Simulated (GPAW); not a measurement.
Nb4C3 (Pm-3m) has these Nb sites:
A. atom 1: 6 C at 2.24 Å (octahedral, site symmetry m-3m), then 12 Nb at 3.16 Å
B. atom 2: 4 C at 2.24 Å (square planar, site symmetry 4/mmm), then 12 Nb at 3.16 Å and 8 C at 3.87 Å

Their Nb L₃ edges were computed (GPAW, LDA, excited-electron core hole (neutral cell), 28-atom cell with 7.7 Å between holes, 4×4×4 k points, dipole transitions, Gaussian full width 1.66 eV up to 4 eV, rising linearly to 3.5 eV at 25 eV) and are given in random order.

On one photon-energy scale, from the lowest onset; each scaled to a mean of 1 over its first 20 eV.

```csv
E (eV),spectrum 1,spectrum 2
-2.0,0.01,0.00
-1.5,0.04,0.00
-1.0,0.17,0.01
-0.5,0.52,0.06
0.0,1.09,0.27
0.5,1.76,0.86
1.0,2.39,1.84
1.5,2.89,2.93
2.0,3.18,3.62
2.5,3.11,3.64
3.0,2.73,3.18
3.5,2.23,2.54
4.0,1.78,1.99
4.5,1.47,1.69
5.0,1.29,1.55
5.5,1.19,1.45
6.0,1.11,1.33
6.5,1.00,1.22
7.0,0.89,1.11
7.5,0.78,0.94
8.0,0.70,0.74
8.5,0.63,0.56
9.0,0.57,0.44
9.5,0.50,0.34
10.0,0.45,0.27
10.5,0.42,0.22
11.0,0.43,0.19
11.5,0.47,0.19
12.0,0.52,0.22
12.5,0.56,0.28
13.0,0.58,0.37
13.5,0.58,0.48
14.0,0.55,0.57
14.5,0.51,0.64
15.0,0.45,0.67
15.5,0.40,0.65
16.0,0.35,0.60
16.5,0.33,0.56
17.0,0.33,0.51
17.5,0.34,0.47
18.0,0.36,0.42
18.5,0.39,0.38
19.0,0.42,0.35
19.5,0.45,0.33
20.0,0.48,0.32
20.5,0.50,0.33
21.0,0.52,0.35
21.5,0.53,0.37
22.0,0.53,0.39
22.5,0.53,0.41
23.0,0.52,0.42
23.5,0.50,0.41
24.0,0.48,0.38
24.5,0.47,0.35
25.0,0.46,0.32
25.5,0.47,0.31
26.0,0.49,0.31
26.5,0.52,0.34
27.0,0.56,0.39
27.5,0.59,0.45
28.0,0.61,0.52
28.5,0.60,0.57
29.0,0.57,0.61
29.5,0.53,0.62
30.0,0.48,0.59
30.5,0.43,0.55
31.0,0.39,0.49
31.5,0.36,0.43
32.0,0.34,0.38
```

**Question.** Which spectrum belongs to which site?

Spectrum 1 is B (onset at +0.00 eV, maxima 2.2 eV (3.19), 13.2 eV (0.58) and 28.2 eV (0.61) above its own zero). Spectrum 2 is A (onset at +0.81 eV, maxima 1.4 eV (3.71), 14.2 eV (0.67) and 28.6 eV (0.62) above its own zero).

[Banner, clock and machine lines of the logs are left out without a mark of their own.]

[Logs are printed without paths, hosts, clocks, repeated set-up lines and the standing remarks that a program may print on its own settings, such as how far it seeks lower states.]

[Hosts, paths, dates, database ids (printed as entryN), source tags and the programs' standing remarks are cut or masked in the printed files.]

[Lists of maxima count a maximum above −3 eV only where it reaches 4 % of the highest in the window and stands out from its surroundings by 2 % of it (1.5 % where it reaches 55 %); shoulders and weaker maxima are passed over, and of the rest the first, up to two pre-edge ones and the few strongest are named.]
